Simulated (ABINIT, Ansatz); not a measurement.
# MgSiTe3 (Pm-3m): zone-centre phonons, part 4 of 4

Which modes does MgSiTe3 (Pm-3m) have at the zone centre?

ABINIT 10.8.3; DFT LDA, scalar-relativistic, plane waves, HGH norm-conserving pseudopotentials.

So far. Step 4 (Zone-centre response): The acoustic modes at Γ come out as far as 2.5 cm⁻¹ from zero, where they should vanish, a small numerical error. The lowest optical mode is imaginary, 122i cm⁻¹, an instability at this level and on this k mesh. Step 5 (Zone-centre analysis): The rule moves no optical mode by more than 0.1 cm⁻¹.

The structure was built from a prototype and need not be the compound's stable phase.

## 6. The same in Ansatz

The same cell goes through another code, with its own cutoff. The potentials differ.

This step: DFT LDA, scalar-relativistic, plane waves, PseudoDojo norm-conserving pseudopotentials (Ansatz 0.2.0).

The input, input.yaml:

```yaml
crystal:
  lattice:
    - [5.2282978021, 0.0, 0.0]
    - [0.0, 5.2282978021, 0.0]
    - [0.0, 0.0, 5.2282978021]
  atoms:
    - { symbol: Mg, position: [0.0, 0.0, 0.0] }
    - { symbol: Si, position: [0.5, 0.5, 0.5] }
    - { symbol: Te, position: [0.5, 0.5, 0.0] }
    - { symbol: Te, position: [0.5, 0.0, 0.5] }
    - { symbol: Te, position: [0.0, 0.5, 0.5] }
kpoints:
  mp_grid: { grid: [4, 4, 4] }
hamiltonian:
  xc: lda
  pseudopotentials: { kind: nc, accuracy: standard }
scf:
  occupations: { method: fermi_dirac, width: 0.27211 }
output:
  eigenvalues: true
phonons:
  method: dfpt
```

Command:

```
$ ansatz run input.yaml --threads 4 --pin off --max-ram 8192MiB --backend cpu --events-out ev --progress --plain --runs-dir out
```

The log of the run:

```text
band count auto-derived: 41 (N_el = 62.0; filled up to band 31; 38 by the electrons, moments and atoms)
zone centre: on kpoints.mp_grid the ground state, and the responses unless they are solved on pairs of k-points, stand on 27 of the mesh's 64 k-points, reduced under 8 symmetry operations, with k and −k counted as one. Each operation leaves every solved displacement unchanged or reverses it
Engine: ansatz 0.2.0, x86_64-unknown-linux-gnu
Pseudopotentials: kind: nc
Pseudopotential: Mg, nc, valence charge 10, recommended cutoff 1142.878222 eV (normal), Mg.nc.azcp (PseudoDojo's, or run here from an input of PseudoDojo's; its table is named by hamiltonian.pseudopotentials.accuracy)
Pseudopotential: Si, nc, valence charge 4, recommended cutoff 435.38218 eV (normal), Si.nc.azcp (PseudoDojo's, or run here from an input of PseudoDojo's; its table is named by hamiltonian.pseudopotentials.accuracy)
Pseudopotential: Te, nc, valence charge 16, recommended cutoff 1120 eV (normal), Te.nc.azcp (PseudoDojo's, or run here from an input of PseudoDojo's; its table is named by hamiltonian.pseudopotentials.accuracy)
Functional definition: SPW92
  exchange = slater_x
  correlation = pw_c
Crystal: 5 atoms, lattice volume = 142.916 Å³
Basis set: ecut = 1142.878222 eV, 12533 PW (Γ), exchange–correlation on 120×120×120 points (8 copies of the dense FFT grid, shifted against one another)
Bands: 41, of which v1, the nominal top of the filled ones, is band 31 counted from 1 (30 counted from 0)
Symmetry: 48 space group operations
k-points: 27 of 64 (irreducible under 8 space group operations)
Non-local potential: Mg, projectors of the file, l = 0: 2, l = 1: 2
Non-local potential: Si, projectors of the file, l = 0: 2, l = 1: 2, l = 2: 2
Non-local potential: Te, projectors of the file, l = 0: 3, l = 1: 2, l = 2: 2, l = 3: 2
Initial density: superposition of atomic densities (chi_scale 0.1, normalization cell, long waves kept (reshape's long-wave potential 0.01 eV rms))
Initial wavefunctions: pseudopotential atomic-orbital guess
Functional: x = slater, c = lda
SCF iter   1: F=—  HF=-10264.119623 eV  |F-HF|=—  |Δ(HF+E_count)|=         —  Δρ=2.45e-2  dr2=5.06e-1  ethr=3.10e-3  ⟨swp⟩=9.2  Hψ=5280  notcnv=0
preconditioner: auto → Kerker (q_TF=auto, 2.374 Å⁻¹)  [metal: Δε(μ)=0.186 eV  Ē_g=9.056 eV  σ=0.272 eV  W_gap=0.17  n_scr=26 (ndim 8)  ℏωp=15.2 eV  f_vac=0.000  D(μ)=3.88/eV (n_scr^D=26)]
SCF iter   2: F=—  HF=-10263.966052 eV  |F-HF|=—  |Δ(HF+E_count)|=   1.54e-1  Δρ=1.22e-2  dr2=1.41e-1  ethr=8.16e-4  ⟨swp⟩=2.1  Hψ=1491  notcnv=0
SCF iter   3: F=—  HF=-10263.926011 eV  |F-HF|=—  |Δ(HF+E_count)|=   4.00e-2  Δρ=2.73e-3  dr2=1.13e-2  ethr=2.28e-4  ⟨swp⟩=2.5  Hψ=1953  notcnv=0
SCF iter   4: F=—  HF=-10263.925494 eV  |F-HF|=—  |Δ(HF+E_count)|=   5.17e-4  Δρ=6.63e-4  dr2=1.61e-3  ethr=1.83e-5  ⟨swp⟩=1.6  Hψ=1154  notcnv=0
SCF iter   5: F=—  HF=-10263.925156 eV  |F-HF|=—  |Δ(HF+E_count)|=   3.39e-4  Δρ=1.90e-4  dr2=1.23e-4  ethr=2.60e-6  ⟨swp⟩=1.9  Hψ=1209  notcnv=0
SCF iter   6: F=—  HF=-10263.925113 eV  |F-HF|=—  |Δ(HF+E_count)|=   4.21e-5  Δρ=5.45e-5  dr2=4.63e-6  ethr=1.99e-7  ⟨swp⟩=2.0  Hψ=1395  notcnv=0
SCF iter   7: F=—  HF=-10263.924927 eV  |F-HF|=—  |Δ(HF+E_count)|=   1.86e-4  Δρ=1.35e-5  dr2=3.89e-7  ethr=7.47e-9  ⟨swp⟩=2.9  Hψ=2098  notcnv=0
SCF iter   8: F=—  HF=-10263.924927 eV  |F-HF|=—  |Δ(HF+E_count)|=   4.33e-8  Δρ=3.08e-6  dr2=2.58e-8  ethr=6.27e-10  ⟨swp⟩=2.6  Hψ=1720  notcnv=0
SCF iter   9: F=—  HF=-10263.924927 eV  |F-HF|=—  |Δ(HF+E_count)|=  4.17e-10  Δρ=8.61e-7  dr2=1.80e-9  ethr=4.16e-11  ⟨swp⟩=1.8  Hψ=1246  notcnv=0
SCF iter  10: F=—  HF=-10263.924927 eV  |F-HF|=—  |Δ(HF+E_count)|=  1.27e-10  Δρ=3.09e-7  dr2=6.47e-11  ethr=2.90e-12  ⟨swp⟩=2.1  Hψ=1436  notcnv=0
SCF iter  11: F=-10263.924927 eV  HF=-10263.924927 eV  |F-HF|=0.00e0  |Δ(HF+E_count)|=  5.46e-12  Δρ=5.29e-8  dr2=3.85e-12  ethr=1.00e-12  ⟨swp⟩=8.0  Hψ=6038  notcnv=0
SCF 1 converged in 11 iterations: F = -10263.924927 eV  dr2 = 3.85e-12
DFPT response loops at Γ: preconditioner auto → Kerker (q_TF=auto, 2.374 Å⁻¹) (partly filled bands, converged f_vac=0.000); β = 1.00, the filter's whole step (`scf.mixing.beta` (0.50) is not read by the response loops under this deck's `scf.mixing.preconditioner`; to damp them name `kerker` or `kerker_dos`, under which they read `scf.mixing.beta`, and type it under 1.00, their step now; both keys bind the ground state too); Broyden in place of MSR1
SCF converged after 11 iterations
Free energy (F): -10263.924927 eV
Harris-Foulkes:  -10263.924927 eV  (|F-HF|=0.00e0)
Internal energy: -10263.059974 eV  (E = F + TS)
E sigma→0 (E₀):  -10263.492451 eV
Entropy (-TS):   -0.864953 eV (-172.991 meV/atom)
Fermi energy:    7.952711 eV
--- Per-component energies (eV) ---
  E_band       = -1147.067170
  E_kinetic    = 5593.117511
  E_local      = -8043.592138  (includes V_loc(G=0)·N_el)
  E_nonlocal   = -2831.426604
  E_hartree    = 2840.063176
  E_xc         = -2225.926553
  E_vxc        = -1545.292316  (∫ρ·V_xc dr)
  E_ewald      = -5595.295366
  E_smearing   = -0.864953  (= −TS)
  E_closure    = 0.000000  (closes the sum)
  Σ components = -10263.924927   (vs F -10263.924927, Δ=0.00e0)
--- Band table (eV; the first three rows and the last of 27) ---
  k-point 0: bands = [... 27 lower, 7.0639, 7.0639, 7.0907, 7.0907, 7.0907, 7.6423, 11.4506, 11.4506, ... 6 higher]
  k-point 1: bands = [... 27 lower, 6.3218, 6.3218, 6.6669, 7.1552, 7.1552, 9.2902, 11.4618, 11.6536, ... 6 higher]
  k-point 2: bands = [... 27 lower, 5.7045, 6.3270, 7.2402, 7.2402, 8.1828, 8.2687, 10.9831, 11.3475, ... 6 higher]
  k-point 26: bands = [... 27 lower, 6.9034, 6.9034, 8.9192, 8.9192, 8.9192, 9.0950, 9.0950, 9.0950, ... 6 higher]
--- Phonons (Γ-DFPT): 4 representative perturbations + reference, on 27 of 64 k-points (Σ response iterations 14) ---
  k mesh reduced under 8 symmetry operations, with k and −k counted as one. Each operation leaves every solved displacement unchanged or reverses it
  ASR residual: 2.182e-4 → 0.000e0 eV/Å²; symmetrization residual: 1.406e-5 eV/Å²
  ASR residual per site (eV/Å²): 2.18e-4 4.07e-5 6.86e-5 6.86e-5 6.86e-5
  Γ frequencies (cm⁻¹): -120.02 -120.02 -120.02 -68.17 -68.17 -68.17 -65.95 -65.95 -65.95 0.00 0.00 0.00 187.76 187.76 187.76
  non-analytic LO–TO correction: not included (Born effective charges unavailable; polar crystals: no LO–TO splitting at Γ)
```

It took 1.9 min on 4 threads of Intel Xeon at 2.70GHz, shared host; peak memory 2.5 GiB; 6.8 min of CPU time.

This step gave:

```yaml
sum_rule_residual_before_enforcement: 2.18e-4 eV/Å²
highest_optical_zone_centre_mode_no_lo_to_term: 187.8 cm⁻¹
lowest_optical_zone_centre_mode: -120.0 cm⁻¹
```

## 7. Side by side: ABINIT HGH and Ansatz, PseudoDojo

Worked out from the results:

```
root-mean-square difference : 5.13 cm⁻¹
largest difference          : 7.5 cm⁻¹
```

Optical modes, paired by symmetry label. Frequencies side by side, by row:

```csv
q (reciprocal lattice),mode,ABINIT HGH (cm⁻¹),"Ansatz, PseudoDojo (cm⁻¹)"
0 0 0,1,-121.7,-120
0 0 0,2,-121.7,-120
0 0 0,3,-121.7,-120
0 0 0,4,-72.6,-65.9
0 0 0,5,-72.6,-65.9
0 0 0,6,-72.6,-65.9
0 0 0,7,-69.3,-68.2
0 0 0,8,-69.3,-68.2
0 0 0,9,-69.3,-68.2
0 0 0,13,180.3,187.8
0 0 0,14,180.3,187.8
0 0 0,15,180.3,187.8
```

At the zone centre the largest difference (acoustic modes at Γ apart) is 4 % of the highest mode.

## 8. Summary of results

- space group after relaxation: Pm-3m
- volume per atom: 28.6 Å³
- highest optical zone-centre mode (no LO-TO term): 180.3 cm⁻¹
- lowest optical zone-centre mode: -121.7 cm⁻¹
- imaginary optical modes at the zone centre (no q mesh in this session): yes
- largest difference from Ansatz, PseudoDojo: 7.5 cm⁻¹

At the LDA level the optical modes of MgSiTe3 (Pm-3m) at the zone centre run from 122i to 180 cm⁻¹, so the structure is a saddle point, with 9 modes beyond 10i cm⁻¹ there. ABINIT HGH and Ansatz, PseudoDojo differ by 5.1 cm⁻¹ in the root mean square and by 7.5 cm⁻¹ at most, 4.2 % of the highest mode compared (acoustic modes at Γ left out); the two use different potentials, and the cell was not relaxed for the second set. These are harmonic frequencies: anharmonic shifts and widths and the lattice's thermal expansion are left out. The Fermi-Dirac smearing of 0.01 Ha is an electronic temperature of 3158 K, which adds a pressure of its own and can shift the volume and soft modes. Spin-orbit coupling is left out, which can matter for the heavy elements here. The HGH files keep few electrons and have no core correction, which is cheap but rough for Mg. In a metal the frequencies hang on the k mesh and the smearing, most of all near Kohn anomalies. The structure is a hypothetical one, built on a prototype.

[Host names and launcher messages were left out of these logs when they were recorded.]

[Logs are printed without paths, hosts, clocks, repeated set-up lines and the standing remarks that a program may print on its own settings, such as how far it seeks lower states.]

[Hosts, paths, dates, database ids (printed as entryN), source tags and the programs' standing remarks are cut or masked in the printed files.]
